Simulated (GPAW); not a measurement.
# SnO2 (Cassiterite): G0W0 with GPAW, start to end, part 2 of 2

Aim: the G0W0 gap of SnO2 (Cassiterite) on PBE, step by step.

GPAW 26.7.0; PBE and many-body steps on it, plane waves. Known limits of the many-body steps: not at the basis limit; no spin-orbit coupling.

So far. Step 3 (Bands along the symmetry lines): The gap is 1.311 eV, as in the run before at this level. Step 4 (Empty states on the mesh, 4×4×6 mesh, 469 bands): On this mesh the gap is 1.311 eV.

**5. Screening and self-energy, 4×4×6 mesh, 213 bands, screening to 120 eV**

Now the one-shot GW correction: screening in the RPA, then the self-energy of the levels asked for.

This step: G0W0 on PBE, plane waves, PAW.

run.py reads:

```python
import json
import numpy as np
from gpaw.mpi import world
from gpaw.response.g0w0 import G0W0

gw = G0W0('full.gpw',
    filename='gw',
    kpts=[0],
    bands=(24, 28),
    ecut=120,
    nbands=213,
    integrate_gamma='WS',
    ppa=True)
gw.calculate()
res = {mode: {k: v for k, v in r.items() if k != 'sigma_eskwn'}
       for mode, r in gw.all_results.items()}

if world.rank == 0:
    with open('result.json', 'w') as f:
        json.dump(res, f, default=lambda x: x.tolist())
```

Run with:

```sh
$ mpirun -n 8 gpaw python run.py
```

Numbers of over 12 decimals in the logs are rounded to 6 here.

The log of the run:

```text
Using integrator: PointIntegrator
FrequencyGridDescriptor(from 0.000+0.000j to 0.000+27.211j eV, 2 points)
Nonperiodic BCs:  [False False False]
Using integrator: PointIntegrator
FrequencyGridDescriptor(from 0.000+0.000j to 0.000+27.211j eV, 2 points)
Nonperiodic BCs:  [False False False]
  ___  _ _ _
 |   || | | |
 | | || | | |
 |__ ||_____|
 |___|

BZ k-points: Symmetries present (total): 8

  [... matrices ...]
96 k-points: 4 x 4 x 6 Monkhorst-Pack grid + [1/8,1/8,1/12]
28 k-points in the irreducible part of the Brillouin zone
       k-points in crystal coordinates                weights
   0:     0.00000000    0.00000000    0.00000000          1/96
   1:     0.00000000    0.00000000    0.16666667          2/96
   2:     0.00000000    0.00000000    0.33333333          2/96
   3:     0.00000000    0.00000000    0.50000000          1/96
   4:     0.25000000   -0.25000000    0.00000000          2/96
   5:     0.25000000   -0.25000000    0.16666667          4/96
   6:     0.25000000   -0.25000000    0.33333333          4/96
   7:     0.25000000   -0.25000000    0.50000000          2/96
   8:     0.25000000    0.00000000    0.00000000          4/96
   9:     0.25000000    0.00000000    0.16666667          8/96
          ...
  27:     0.50000000    0.50000000    0.50000000          1/96

Distributing spins, k-points and bands (1 x 1 x 4) over 8 processes
Number of blocks: 1

Quasi particle states:
k-points (IBZ indices): [0]
Band range: (24, 28)
  [... matrices ...]
Computational parameters:
Plane wave cut-off: 120 eV
Number of bands: 213
Coulomb cutoff: None
Broadening: 0.1 eV

fxc modes: GW
Kernel: RPA
Using Godby-Needs plasmon-pole approximation:
  Fitting energy: i*E0, E0 = 1.000 Hartree
Summing all q:

Calculating screened Coulomb potential
No Coulomb truncation
FrequencyGridDescriptor(from 0.000+0.000j to 0.000+27.211j eV, 2 points)
Removing empty qpoint cache files...

Calculating chi0 body with:
    Ground state adapter containing:
    Number of spins: 1
    Number of kpoints: 96
    Number of irreducible kpoints: 28
    Number of completely occupied states: 26
    Number of partially occupied states: 26
    Occupied states memory: 5.784302 M / cpu

    Linear response parametrization:
    q_c: [0.0, 0.0, 1.3877787807814457e-17]
    Number of frequency points: 2
    Planewave cutoff: 120.0
    Number of bands: 213
    Number of planewaves: 205
    Broadening (eta): 1e-06
    comm.size: 8
    kncomm.size: 8
    blockcomm.size: 1

    Memory estimate of potentially large arrays:
        chi0_wGG: 1.282501 M / cpu
Integrating chi0 body.

Symmetries of q_c:
    Direct symmetries (Uq -> q): 8
    Indirect symmetries (TUq -> q): 0
In total 8 allowed symmetries.

  [... matrices ...]
28 groups of equivalent kpoints. 70.833333% reduction.

Integral kind: response function
Integrating chi0 head and wings.

Symmetries of q_c:
    Direct symmetries (Uq -> q): 8
    Indirect symmetries (TUq -> q): 0
In total 8 allowed symmetries.

  [... matrices ...]
28 groups of equivalent kpoints. 70.833333% reduction.

Integral kind: response function wings

Calculating chi0 body with:
    Ground state adapter containing:
    Number of spins: 1
    Number of kpoints: 96
    Number of irreducible kpoints: 28
    Number of completely occupied states: 26
    Number of partially occupied states: 26
    Occupied states memory: 5.784302 M / cpu

[... the further q-points ...]

Results:
f:      Occupation numbers
eps:     KS-eigenvalues [eV]
vxc:     KS vxc [eV]
exx:     Exact exchange [eV]
sigma:   Self-energies [eV]
dsigma:  Self-energy derivatives
Z:       Renormalization factors
qp:      QP-energies [eV]

k-point 0 (0): (0.000, 0.000, 0.000)                GW
band       f     eps     vxc     exx   sigma  dsigma       Z      qp
                                                                   GW
  24   1.000   5.303 -20.766 -26.379   4.718  -0.283   0.780   4.604
  25   1.000   6.074 -21.162 -27.153   5.043  -0.285   0.778   5.337
  26   0.000   7.386 -18.524 -14.483  -2.817  -0.192   0.839   8.413
  27   0.000  12.259 -17.797 -12.104  -3.988  -0.207   0.828  13.672
```

Wall time 4.3 min (8 MPI ranks of Arm Neoverse V2, shared host); peak memory 3.4 GiB.

This step gave:

```yaml
g0w0_gap_on_the_points_computed: 3.076 eV
least_direct_g0w0_gap_on_the_computed_points: 3.076 eV
z_at_the_valence_top: 0.7783
z_at_the_conduction_bottom: 0.8392
starting_gap_on_the_mesh: 1.311 eV
k_of_the_valence_top: 0, 0, 0
k_of_the_conduction_bottom: 0, 0, 0
```

The gap on the mesh goes from 1.31 eV to 3.08 eV, a correction of +1.76 eV.

Limits: finite bands, cutoff and mesh; no spin-orbit coupling. v1 is the top filled band, c1 the lowest empty one. The levels before and after the correction (eV, zero at the valence-band top of each column):

|  | conduction bottom | valence top |
| --- | --- | --- |
| Kohn-Sham | 1.31 | 0.00 |
| G0W0 | 3.08 | 0.00 |

```
           level  energy (eV)
Kohn-Sham   Γ v2       -0.772
Kohn-Sham   Γ v1        0.000
Kohn-Sham   Γ c1        1.311
Kohn-Sham   Γ c2        6.184
     G0W0   Γ v2       -0.732
     G0W0   Γ v1        0.000
     G0W0   Γ c1        3.076
     G0W0   Γ c2        8.335
```

**6. Where the time went**

Times are wall times on 8 MPI ranks of Arm Neoverse V2, shared host, good to a factor of about two.

```csv
step,time,share,memory (GiB)
ground state,25 s,7 %,1.5
bands along the symmetry lines,21 s,6 %,1.6
empty states on the mesh,60 s,17 %,5.3
screening and self-energy,4.3 min,71 %,3.4
```

**7. Summary of results**

```json
{"PBE gap": "1.31 eV, direct", "G0W0 gap on the mesh": "3.08 eV", "GW settings": "4×4×6 mesh, 213 bands, screening to 120 eV, Godby-Needs plasmon pole", "known limits": "not at the basis limit; no spin-orbit coupling"}
```

G0W0 moves the gap on the mesh from 1.31 eV to 3.08 eV (+1.76 eV), with Z of 0.78 and 0.84 at the edges. Only 1 of the mesh's irreducible points was corrected, so a valley elsewhere could overtake. The dearest step here is «screening and self-energy». Against experiment, by G0W0@PBE: the gap of 3.08 eV lies −0.52 eV from the measured 3.6 eV (kind not stated, quoted 2022). The calculation has static nuclei and no excitons; a measured gap holds zero-point and thermal motion, which mostly lowers it. Against the values above the computed gap that would widen the miss. An edge that is forbidden or weak in absorption could explain it, and so could too strong a screening: the start's gap is only 1.31 eV, and one shot does not repair that. Bands and cutoff are finite, so the gap is not at the basis limit. The miss can reach some tenths of an eV and take either sign; the mesh is an error of its own. These stock PAW sets were not made for GW. In the G0W0 run levels were corrected at 1 k point alone, so a gap called «on the mesh» is the least over those, and an edge elsewhere would be missed. The many-body steps are scalar-relativistic: spin-orbit coupling is not in them.

[Paths, hosts, dates, memory and timing lines, banners, echoed tables and standing remarks are left out of the program output.]

[Logs are printed without paths, hosts, clocks, repeated set-up lines and the standing remarks that a program may print on its own settings, such as how far it seeks lower states.]

[Runs of the session that timed out or met a known fault of the program may be left out.]

[Hosts, paths, dates, database ids (printed as entryN), source tags and the programs' standing remarks are cut or masked in the printed files.]
